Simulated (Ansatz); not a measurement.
# Band gap of Si3N4 (P6_3/m) from density functionals to GW

Aim: the gap of Si3N4 (P6_3/m) at several levels of theory on one structure, with the time that each takes.

Method: density functionals, hybrids and G0W0, plane waves, PAW, in Ansatz 0.2.0.

### Step 1. Starting point

The structure is hexagonal, space group P6_3/m (No. 176). The conventional cell has a = 7.604 Å, b = 7.604 Å, c = 2.906 Å, α = 90.00°, β = 90.00°, γ = 120.00°. Si has 4 N at 1.73 to 1.74 Å nearest. Nearest to N lie 3 Si at 1.74 Å. Nearest to N lie 3 Si at 1.73 Å. Farther neighbours and most contacts between anions are not listed.

Coordinates:

```cif
data_structure
_symmetry_space_group_name_H-M 'P6_3/m'
_symmetry_Int_Tables_number 176
_cell_length_a 7.6044
_cell_length_b 7.6044
_cell_length_c 2.9063
_cell_angle_alpha 90.000
_cell_angle_beta 90.000
_cell_angle_gamma 120.000
_cell_volume 145.55
loop_
_atom_site_label
_atom_site_type_symbol
_atom_site_symmetry_multiplicity
_atom_site_Wyckoff_symbol
_atom_site_fract_x
_atom_site_fract_y
_atom_site_fract_z
_atom_site_occupancy
Si1 Si 6 h 0.76848 0.17456 0.25000 1
N1 N 6 h 0.03050 0.33024 0.25000 1
N2 N 2 d 0.66667 0.33333 0.25000 1
```

The cell and positions come from the Crystallography Open Database and are kept as given unless a step says otherwise.

The logs state that the PAW files were generated under PBE.

### Step 2. LDA on the 6×6×8 mesh

This step: DFT, LDA, plane waves, PAW; PAW set soft_1.

File input.yaml:

```yaml
crystal:
  lattice:
    - [7.6044, 0.0, 0.0]
    - [-3.8022, 6.5856035805, 0.0]
    - [0.0, 0.0, 2.9063]
  atoms:
    - { symbol: Si, position: [0.768477, 0.174557, 0.25] }
    - { symbol: Si, position: [0.59392, 0.768477, 0.75] }
    - { symbol: Si, position: [0.825443, 0.59392, 0.25] }
    - { symbol: Si, position: [0.231523, 0.825443, 0.75] }
    - { symbol: Si, position: [0.40608, 0.231523, 0.25] }
    - { symbol: Si, position: [0.174557, 0.40608, 0.75] }
    - { symbol: "N", position: [0.0305, 0.33024, 0.25] }
    - { symbol: "N", position: [0.70026, 0.0305, 0.75] }
    - { symbol: "N", position: [0.66976, 0.70026, 0.25] }
    - { symbol: "N", position: [0.9695, 0.66976, 0.75] }
    - { symbol: "N", position: [0.29974, 0.9695, 0.25] }
    - { symbol: "N", position: [0.33024, 0.29974, 0.75] }
    - { symbol: "N", position: [0.6666666667, 0.3333333333, 0.25] }
    - { symbol: "N", position: [0.3333333333, 0.6666666667, 0.75] }
kpoints:
  mp_grid: { grid: [6, 6, 8] }
  band_path:
    path:
      - [0.0, 0.0, 0.0]
      - [0.5, 0.0, 0.0]
      - [0.33333333, 0.33333333, 0.0]
      - [0.0, 0.0, 0.5]
      - [0.5, 0.0, 0.5]
      - [0.33333333, 0.33333333, 0.5]
      - [0.0, 0.0, 0.15]
    npoints: 1
hamiltonian:
  xc: lda
  pseudopotentials: { kind: paw, azcp: { folder: soft_1 }, xc_functional: pbe }
scf:
  occupations: { method: fixed }
  n_extra_bands: 8
output:
  eigenvalues: true
  forces: true
  stress: true
```

Run with:

```
$ ansatz run input.yaml --threads 2 --pin off --max-ram 73728MiB --backend cuda --events-out ev --progress --plain --runs-dir out --devices 1 --max-vram 13GiB
```

Numbers of over 12 decimals in the logs are rounded to 6 here.

The log of the run:

```text
scf.n_extra_bands = 8 over 32 filled bands (N_el = 64.0): the run solves 40 bands
GPUs: using 1 of 1 available (devices: 1).
Engine: ansatz 0.2.0, x86_64-unknown-linux-gnu
Pseudopotentials: kind: paw
Pseudopotential: Si, paw, valence charge 4, recommended cutoff 420 eV (normal), soft_1/Si.paw.azcp
Pseudopotential: N, paw, valence charge 5, recommended cutoff 420 eV (normal), soft_1/N.paw.azcp
Functional definition: SPW92
  exchange = slater_x
  correlation = pw_c
device memory: the entry about to start is reckoned to put 3.8 GiB on a device that reports 56.0 GiB free (of which the cap on the GPU budget leaves the run 13.0 GiB)
GPU FFT provider: cuFFT
GPU libraries: cuBLAS 13.8.2, cuFFT 12.4.0, cuSOLVER 12.3.4
Crystal: 14 atoms, lattice volume = 145.546 Å³
Basis set: ecut = 420 eV, 2823 PW (Γ)
Bands: 40, of which v1, the nominal top of the filled ones, is band 32 counted from 1 (31 counted from 0)
Symmetry: 12 space group operations
Space group: P63/m (ITA 176), of the structure as read, at distance tolerance 5.3e-5 Å
k-points: 40 of 288
Non-local potential: Si, projectors of the file, l = 0: 2, l = 1: 2, l = 2: 1
Non-local potential: N, projectors of the file, l = 0: 2, l = 1: 2, l = 2: 1
PAW form: soft (Blöchl's): semilocal exchange-correlation on the pseudo side does not see the compensation charge
PAW frozen core: Si, regenerated for the run's functional, and the local potential with it (the file was generated under x = pbe(κ = 0.804, μ = 0.219515), c = pbe(β = 0.066725))
PAW frozen core: N, regenerated for the run's functional, and the local potential with it (the file was generated under x = pbe(κ = 0.804, μ = 0.219515), c = pbe(β = 0.066725))
PAW one-centre angular grid: Si, 110 points (default); XC on 64 Gauss nodes
PAW one-centre angular grid: N, 110 points (default); XC on 64 Gauss nodes
Initial density: superposition of atomic densities (chi_scale 0.1, normalization cell, long waves kept (reshape's long-wave potential 0.02 eV rms))
Initial wavefunctions: pseudopotential atomic-orbital guess
GPU buffer pool allocated for 58320 grid points (all kernels)
GPU transforms: local potential and band sums: pruned to the plane-wave sphere, on 54×54×20
Functional: x = slater, c = lda
SCF iter   1: F=—  HF=-6672.206173 eV  |F-HF|=—  |Δ(HF+E_count)|=         —  Δρ=1.52e-1  dr2=3.50e1  ethr=3.10e-3  ⟨swp⟩=5.5  Hψ=7080  notcnv=0  defer=196
preconditioner: auto → Resta (q_TF=auto, 2.379 Å⁻¹)  ε∞=3.9  [insulator: Δε(μ)=6.097 eV  Ē_g=14.573 eV  n_scr=32 (ndim 8)  ℏωp=24.6 eV  f_vac=0.009  ε∞_Penn≈3.9]
SCF iter   2: F=—  HF=-6661.316372 eV  |F-HF|=—  |Δ(HF+E_count)|=    1.09e1  Δρ=4.85e-2  dr2=2.00e0  ethr=3.10e-3  ⟨swp⟩=3.2  Hψ=4628  notcnv=0  defer=186
SCF iter   3: F=—  HF=-6660.826799 eV  |F-HF|=—  |Δ(HF+E_count)|=   4.90e-1  Δρ=2.37e-2  dr2=4.70e-1  ethr=3.10e-3  ⟨swp⟩=1.1  Hψ=1925  notcnv=0  defer=161
SCF iter   4: F=—  HF=-6660.699253 eV  |F-HF|=—  |Δ(HF+E_count)|=   1.28e-1  Δρ=1.96e-3  dr2=6.64e-3  ethr=7.35e-4  ⟨swp⟩=3.2  Hψ=2821  notcnv=0  defer=233
SCF iter   5: F=—  HF=-6660.700162 eV  |F-HF|=—  |Δ(HF+E_count)|=   9.09e-4  Δρ=1.23e-3  dr2=2.21e-3  ethr=1.04e-5  ⟨swp⟩=3.0  Hψ=2824  notcnv=0  defer=235
SCF iter   6: F=—  HF=-6660.699813 eV  |F-HF|=—  |Δ(HF+E_count)|=   3.49e-4  Δρ=3.32e-4  dr2=1.65e-4  ethr=3.46e-6  ⟨swp⟩=2.0  Hψ=2698  notcnv=0  defer=235
SCF iter   7: F=—  HF=-6660.699831 eV  |F-HF|=—  |Δ(HF+E_count)|=   1.78e-5  Δρ=7.02e-5  dr2=1.31e-5  ethr=2.58e-7  ⟨swp⟩=2.1  Hψ=2797  notcnv=0  defer=227
SCF iter   8: F=—  HF=-6660.699867 eV  |F-HF|=—  |Δ(HF+E_count)|=   3.63e-5  Δρ=1.33e-5  dr2=3.65e-7  ethr=2.05e-8  ⟨swp⟩=2.4  Hψ=2514  notcnv=0  defer=197
SCF iter   9: F=-6660.699867 eV  HF=-6660.699867 eV  |F-HF|=7.60e-10  |Δ(HF+E_count)|=   1.75e-7  Δρ=1.62e-6  dr2=3.31e-9  ethr=1.56e-10  ⟨swp⟩=16.5  Hψ=10252  notcnv=0
SCF 1 converged in 9 iterations: F = -6660.699867 eV  dr2 = 3.31e-9
[...]
device memory: the entry about to start is reckoned to put 1.4 GiB on a device that reports 49.5 GiB free (of which the cap on the GPU budget leaves the run 13.0 GiB)
NSCF: frozen V_eff on 7 k-points
SCF converged after 9 iterations
Free energy (F): -6660.699867 eV
Harris-Foulkes:  -6660.699867 eV  (|F-HF|=7.60e-10)
Internal energy: -6660.699867 eV  (E = F + TS)
E sigma→0 (E₀):  -6660.699867 eV
Fermi energy:    7.999230 eV
--- Per-component energies (eV) ---
  E_band       = 47.479826
  E_kinetic    = 1330.326016
  E_local      = -2036.412903  (includes V_loc(G=0)·N_el)
  E_nonlocal   = 422.727028
  E_hartree    = 711.807988
  E_xc         = -819.099903
  E_vxc        = -904.557022  (∫ρ·V_xc dr)
  E_paw        = -3866.249192  (= ΣΔE_a)
  E_vpaw       = -188.226234  (= ΣTr[D̂ρ^β])
  E_aug_tail   = 0.007130  (compensation charges beyond the density's cutoff)
  E_ewald      = -2404.952369
  E_core_change = 1.146337  (= ΣΔE_core)
  E_smearing   = -0.000000  (= −TS)
  E_closure    = 0.000000  (closes the sum)
  Σ components = -6660.699867   (vs F -6660.699867, Δ=0.00e0)
--- Forces (eV/Å), atoms counted from 1 ---
  atom   1  Si    -0.03967297     0.03344709    -0.00000000
  atom   2  Si    -0.04880252    -0.01763425     0.00000000
  atom   3  Si    -0.00912955    -0.05108134     0.00000000
  atom   4  Si     0.03967297    -0.03344709     0.00000000
  atom   5  Si     0.04880252     0.01763425    -0.00000000
  atom   6  Si     0.00912955     0.05108134    -0.00000000
  atom   7  N     -0.01193757    -0.00698649     0.00000000
  atom   8  N      0.00008169    -0.01383148     0.00000000
  atom   9  N      0.01201926    -0.00684499     0.00000000
  atom  10  N      0.01193757     0.00698649    -0.00000000
  atom  11  N     -0.00008169     0.01383148    -0.00000000
  atom  12  N     -0.01201926     0.00684499    -0.00000000
  atom  13  N      0.00000000    -0.00000000    -0.00000000
  atom  14  N     -0.00000000     0.00000000     0.00000000
  max |Σ_I F_I| component: 1.13e-17 eV/Å
--- Stress (GPa, compression-positive) ---
       -3.114233      -0.000000       0.000000
        0.000000      -3.114233       0.000000
        0.000000       0.000000      -3.569360
  P = ⅓ Tr σ = -3.2659 GPa (-32.659 kbar)
--- Band table (eV; the first three rows and the last of 40) ---
  k-point 0: bands = [... 28 lower, 6.7037, 7.5441, 7.6167, 7.8151, 12.1677, 12.6132, 12.7718, 12.7718, ... 4 higher]
  k-point 1: bands = [... 28 lower, 6.7347, 6.9162, 7.0971, 7.9992, 13.1867, 13.2996, 13.6178, 13.6178, ... 4 higher]
  k-point 2: bands = [... 28 lower, 6.4038, 6.6667, 6.6667, 7.9421, 13.5512, 13.5512, 14.3067, 14.5792, ... 4 higher]
  k-point 39: bands = [... 28 lower, 6.5825, 6.5825, 6.8820, 6.8820, 12.8919, 12.8919, 13.6687, 13.6687, ... 4 higher]
```

Run time: 6.5 s. Hardware: 1 × NVIDIA H100 80GB HBM3 (shared by 6 runs) with 2 threads of AMD EPYC 7R13 (Zen 3), shared host; peak memory 0.96 GiB.

Numbers from this step:

- pressure: -3.266 GPa
- gap: 4.154 eV
- valence top at: k = (0.000, 0.000, 0.150)
- conduction bottom at: Γ
- least direct gap: 4.353 eV

Over mesh and listed points the gap is 4.154 eV, from k = (0.000, 0.000, 0.150) to k = Γ. The least direct gap found is 4.353 eV, at k = Γ. On the 6×6×8 mesh alone the same run gives 4.168 eV, so that mesh misses an edge of LDA: 4.168 − 4.154 = +0.014 eV.

### Step 3. PBEsol on the 6×6×8 mesh

This step: DFT, PBEsol, plane waves, PAW; PAW set soft_1.

Changes to input.yaml since step 2:

```diff
@@ -33,3 +33,3 @@
 hamiltonian:
-  xc: lda
+  xc: pbesol
   pseudopotentials: { kind: paw, azcp: { folder: soft_1 }, xc_functional: pbe }
@@ -42 +42,5 @@
   stress: true
+  write_density: true
+  write_potential: true
+  elf: true
+  volumetric_format: npy
```

The log of the run:

```text
[...]
GPUs: using 1 of 1 available (devices: 1).
[...]
GPU FFT provider: cuFFT
GPU libraries: cuBLAS 13.8.2, cuFFT 12.4.0, cuSOLVER 12.3.4
Crystal: 14 atoms, lattice volume = 145.546 Å³
Basis set: ecut = 420 eV, 2823 PW (Γ), exchange–correlation on 108×108×40 points (8 copies of the dense FFT grid, shifted against one another)
Bands: 40, of which v1, the nominal top of the filled ones, is band 32 counted from 1 (31 counted from 0)
Symmetry: 12 space group operations
[...]
k-points: 40 of 288
[...]
GPU buffer pool allocated for 58320 grid points (all kernels)
[...]
SCF iter   1: F=—  HF=-6784.535285 eV  |F-HF|=—  |Δ(HF+E_count)|=         —  Δρ=1.49e-1  dr2=3.36e1  ethr=3.10e-3  ⟨swp⟩=5.5  Hψ=7041  notcnv=0  defer=193
[...]
atom   9  N      0.03756210    -0.01432739     0.00000000
  atom  10  N      0.03118894     0.02536603    -0.00000000
  atom  11  N     -0.00637316     0.03969343    -0.00000000
  atom  12  N     -0.03756210     0.01432739    -0.00000000
  atom  13  N      0.00000000    -0.00000000    -0.00000000
  atom  14  N     -0.00000000     0.00000000     0.00000000
  max |Σ_I F_I| component: 1.39e-17 eV/Å
--- Stress (GPa, compression-positive) ---
        1.842640       0.000001       0.000000
       -0.000001       1.842640       0.000000
        0.000000       0.000000       1.693387
  P = ⅓ Tr σ = 1.7929 GPa (17.929 kbar)
--- Band table (eV; the first three rows and the last of 40) ---
  k-point 0: bands = [... 28 lower, 6.8988, 7.7352, 7.7998, 8.0054, 12.3935, 12.8257, 12.9886, 12.9886, ... 4 higher]
  k-point 1: bands = [... 28 lower, 6.9299, 7.1002, 7.2859, 8.1885, 13.4361, 13.5320, 13.8432, 13.8432, ... 4 higher]
  k-point 2: bands = [... 28 lower, 6.5963, 6.8598, 6.8598, 8.1311, 13.7700, 13.7700, 14.6188, 14.8144, ... 4 higher]
  k-point 39: bands = [... 28 lower, 6.7756, 6.7756, 7.0685, 7.0685, 13.1060, 13.1060, 13.8995, 13.8995, ... 4 higher]
[key lines of the parts left out:]
SCF converged after 9 iterations
Free energy (F): -6773.811417 eV
Fermi energy:    8.188498 eV
```

The job ended after 9.2 s (1 × NVIDIA H100 80GB HBM3 (shared by 6 runs) with 2 threads; peak memory 1 GiB).

This step gave:

| Property | Result |
| --- | --- |
| pressure | 1.793 GPa |
| gap | 4.190 eV |
| valence top at | k = (0.000, 0.000, 0.150) |
| conduction bottom at | Γ |
| least direct gap | 4.388 eV |

Over mesh and listed points the gap is 4.190 eV, from k = (0.000, 0.000, 0.150) to k = Γ. The least direct gap found is 4.388 eV, at k = Γ. On the 6×6×8 mesh alone the same run gives 4.205 eV, so that mesh misses an edge of PBEsol: 4.205 − 4.190 = +0.015 eV. PBEsol against LDA: 4.190 − 4.154 = +0.036 eV, with the same mesh, files and cutoff, and both edges at the same k points.

### Step 4. PBE on the 6×6×8 mesh

Levels along a band path and on the mesh show where this functional puts the band edges.

This step: DFT, PBE, plane waves, PAW; PAW set soft_1.

input.yaml, the sections that differ from step 3:

```yaml
kpoints:
  mp_grid: { grid: [6, 6, 8] }
  band_path:
    path:
      - [[0.0, 0.0, 0.0], [0.5, 0.0, 0.0], [0.33333333, 0.33333333, 0.0], [0.0, 0.0, 0.0], [0.0, 0.0, 0.5], [0.5, 0.0, 0.5], [0.33333333, 0.33333333, 0.5], [0.0, 0.0, 0.5]]
      - [[0.5, 0.0, 0.5], [0.5, 0.0, 0.0]]
      - [[0.33333333, 0.33333333, 0.5], [0.33333333, 0.33333333, 0.0]]
    npoints: 10
hamiltonian:
  xc: pbe
  pseudopotentials: { kind: paw, azcp: { folder: soft_1 } }
scf:
  occupations: { method: fermi_dirac, width: 0.02 }
  n_extra_bands: 8
# crystal, output: as in step 3
```

The log of the run:

```text
[...]
GPUs: using 1 of 1 available (devices: 1).
[...]
GPU FFT provider: cuFFT
GPU libraries: cuBLAS 13.8.2, cuFFT 12.4.0, cuSOLVER 12.3.4
Crystal: 14 atoms, lattice volume = 145.546 Å³
Basis set: ecut = 420 eV, 2823 PW (Γ), exchange–correlation on 108×108×40 points (8 copies of the dense FFT grid, shifted against one another)
[...]
k-point 0: bands = [... 28 lower, 7.0062, 7.8339, 7.8925, 8.0987, 12.6201, 13.0358, 13.1907, 13.1907, ... 4 higher]
  k-point 1: bands = [... 28 lower, 7.0359, 7.2088, 7.3952, 8.2785, 13.6569, 13.7512, 14.0454, 14.0454, ... 4 higher]
  k-point 2: bands = [... 28 lower, 6.7145, 6.9681, 6.9681, 8.2227, 13.9975, 13.9975, 14.8643, 15.0379, ... 4 higher]
  k-point 39: bands = [... 28 lower, 6.8861, 6.8861, 7.1763, 7.1763, 13.3283, 13.3283, 14.1445, 14.1445, ... 4 higher]
[key lines of the parts left out:]
SCF converged after 9 iterations
Free energy (F): -6901.773302 eV
Fermi energy:    10.455246 eV
P = ⅓ Tr σ = 5.5364 GPa (55.364 kbar)
```

Run time: 11 s. Hardware: 1 × NVIDIA H100 80GB HBM3 (shared by 6 runs) with 2 threads; peak memory 0.99 GiB.

Numbers from this step:

| Item | Value |
| --- | --- |
| pressure | 5.536 GPa |
| gap | 4.327 eV |
| valence top at | k = (0.000, 0.000, 0.150) |
| conduction bottom at | Γ |
| least direct gap | 4.521 eV |

Over mesh and path the gap is 4.327 eV, from k = (0.000, 0.000, 0.150) to k = Γ. The least direct gap found is 4.521 eV, at k = Γ. On the 6×6×8 mesh alone the same run gives 4.342 eV, so that mesh misses an edge of PBE: 4.342 − 4.327 = +0.015 eV. The pressure in this cell is 6 GPa; the cell is kept. PBE against PBEsol: 4.327 − 4.190 = +0.137 eV, with the same mesh, files and cutoff, and both edges at the same k points.

### Step 5. HSE06 on the 3×3×6 mesh

HSE06 mixes in a quarter of exact exchange at short range.

This step: DFT, HSE06, plane waves, PAW; PAW set soft_1.

Changes to input.yaml since step 4:

```diff
@@ -21,14 +21,18 @@
 kpoints:
-  mp_grid: { grid: [6, 6, 8] }
+  mp_grid: { grid: [3, 3, 6] }
   band_path:
     path:
-      - [[0.0, 0.0, 0.0], [0.5, 0.0, 0.0], [0.33333333, 0.33333333, 0.0], [0.0, 0.0, 0.0], [0.0, 0.0, 0.5], [0.5, 0.0, 0.5], [0.33333333, 0.33333333, 0.5], [0.0, 0.0, 0.5]]
-      - [[0.5, 0.0, 0.5], [0.5, 0.0, 0.0]]
-      - [[0.33333333, 0.33333333, 0.5], [0.33333333, 0.33333333, 0.0]]
-    npoints: 10
+      - [0.0, 0.0, 0.0]
+      - [0.5, 0.0, 0.0]
+      - [0.33333333, 0.33333333, 0.0]
+      - [0.0, 0.0, 0.5]
+      - [0.5, 0.0, 0.5]
+      - [0.33333333, 0.33333333, 0.5]
+      - [0.0, 0.0, 0.15]
+    npoints: 1
 hamiltonian:
-  xc: pbe
+  xc: hse06
   pseudopotentials: { kind: paw, azcp: { folder: soft_1 } }
 scf:
-  occupations: { method: fermi_dirac, width: 0.02 }
+  occupations: { method: fixed }
   n_extra_bands: 8
@@ -36,4 +40,2 @@
   eigenvalues: true
-  forces: true
-  stress: true
   write_density: true
```

The log of the run:

```text
[...]
GPUs: using 1 of 1 available (devices: 1).
[...]
davidson cushion auto → on  (no smearing: the cushion is to keep the highest requested band from converging to the state above it; pin scf.eigensolver.cushion to override)
[...]
GPU FFT provider: cuFFT
GPU libraries: cuBLAS 13.8.2, cuFFT 12.4.0, cuSOLVER 12.3.4
Crystal: 14 atoms, lattice volume = 145.546 Å³
Basis set: ecut = 420 eV, 2823 PW (Γ)
[...]
Fermi energy:    7.375396 eV
[...]
--- Band table (eV; the first three rows and the last of 12) ---
  k-point 0: bands = [... 28 lower, 6.0288, 6.8737, 6.9391, 7.1511, 13.1395, 13.5324, 13.7620, 13.7620, ... 4 higher]
  k-point 1: bands = [... 28 lower, 6.0462, 6.0462, 6.1571, 7.3754, 14.5159, 14.8892, 14.8892, 15.0917, ... 4 higher]
  k-point 2: bands = [... 28 lower, 5.5379, 5.8431, 5.8431, 7.0140, 13.8872, 13.8872, 14.8314, 14.8314, ... 4 higher]
  k-point 11: bands = [... 28 lower, 5.8698, 5.8698, 6.1759, 6.1759, 13.8716, 13.8716, 14.6646, 14.6646, ... 4 higher]
[key lines of the parts left out:]
Free energy (F): -6905.129105 eV
```

Elapsed: 35 s, on 1 × NVIDIA H100 80GB HBM3 (shared by 6 runs) with 2 threads; peak memory 1.5 GiB; 51 s of CPU time.

Numbers from this step:

```yaml
gap: 5.764 eV
valence_top_at: k = (0.000, 0.000, 0.167)
conduction_bottom_at: Γ
least_direct_gap: 5.988 eV
exact_exchange_fraction: 0.25
```

Over mesh and listed points the gap is 5.764 eV, from k = (0.000, 0.000, 0.167) to k = Γ. The least direct gap found is 5.988 eV, at k = Γ. HSE06 against PBE: 5.764 − 4.327 = +1.437 eV. The runs also differ in mesh (6×6×8 and 3×3×6), and the valence top lies at another k point, so how much of this comes from the functional alone is not known.

### Step 6. PBE0 on the 3×3×6 mesh

PBE0 mixes in a quarter of exact exchange at all distances.

This step: DFT, PBE0, plane waves, PAW; PAW set soft_1.

Changes to input.yaml since step 5:

```diff
@@ -33,3 +33,3 @@
 hamiltonian:
-  xc: hse06
+  xc: pbe0
   pseudopotentials: { kind: paw, azcp: { folder: soft_1 } }
@@ -40,5 +40 @@
   eigenvalues: true
-  write_density: true
-  write_potential: true
-  elf: true
-  volumetric_format: npy
```

The log of the run:

```text
[...]
GPUs: using 1 of 1 available (devices: 1).
[...]
GPU FFT provider: cuFFT
GPU libraries: cuBLAS 13.8.2, cuFFT 12.4.0, cuSOLVER 12.3.4
Crystal: 14 atoms, lattice volume = 145.546 Å³
Basis set: ecut = 420 eV, 2823 PW (Γ)
Bands: 40, of which v1, the nominal top of the filled ones, is band 32 counted from 1 (31 counted from 0)
Symmetry: 12 space group operations
[...]
k-points: 12 of 54
[...]
Fermi energy:    6.983873 eV
[...]
--- Band table (eV; the first three rows and the last of 12) ---
  k-point 0: bands = [... 28 lower, 5.6321, 6.4769, 6.5463, 6.7542, 13.5103, 13.8855, 14.1355, 14.1355, ... 4 higher]
  k-point 1: bands = [... 28 lower, 5.6491, 5.6491, 5.7558, 6.9839, 14.8722, 15.2693, 15.2693, 15.4734, ... 4 higher]
  k-point 2: bands = [... 28 lower, 5.1363, 5.4430, 5.4430, 6.6211, 14.2579, 14.2579, 15.2074, 15.2074, ... 4 higher]
  k-point 11: bands = [... 28 lower, 5.4704, 5.4704, 5.7791, 5.7791, 14.2449, 14.2449, 15.0349, 15.0349, ... 4 higher]
[key lines of the parts left out:]
Free energy (F): -6906.747914 eV
```

The job ended after 36 s (1 × NVIDIA H100 80GB HBM3 (shared by 6 runs) with 2 threads; peak memory 1.5 GiB).

Numbers from this step:

| Property | Result |
| --- | --- |
| gap | 6.526 eV |
| valence top at | k = (0.000, 0.000, 0.167) |
| conduction bottom at | Γ |
| least direct gap | 6.756 eV |
| exact-exchange fraction | 0.25 |

Over mesh and listed points the gap is 6.526 eV, from k = (0.000, 0.000, 0.167) to k = Γ. The least direct gap found is 6.756 eV, at k = Γ. PBE0 against HSE06: 6.526 − 5.764 = +0.762 eV, with the same mesh, files and cutoff, and both edges at the same k points.

(Part 1 of 2 ends here.)

[Paths, hosts, dates, memory and timing lines, banners, echoed tables and standing remarks are left out of the program output.]

[Logs are printed without paths, hosts, clocks, repeated set-up lines and the standing remarks that a program may print on its own settings, such as how far it seeks lower states.]

[Runs of the session that timed out or met a known fault of the program may be left out.]

[Cells called generated may have been cut or substituted from an entry of the Crystallography Open Database or the Materials Project.]

[Hosts, paths, dates, database ids (printed as entryN), source tags and the programs' standing remarks are cut or masked in the printed files.]

[Where an RPA ε∞ is given, it is that of the G0W0 mesh and is not shown converged in it. Names of k-points follow the symmetry that the program found, which can be lower than the space group named. Band edges on a path are those of the sampled points; other points can move an edge, and change direct to indirect where valleys lie close.]

[Hybrid gaps are those of their k-mesh and are not shown converged in it.]
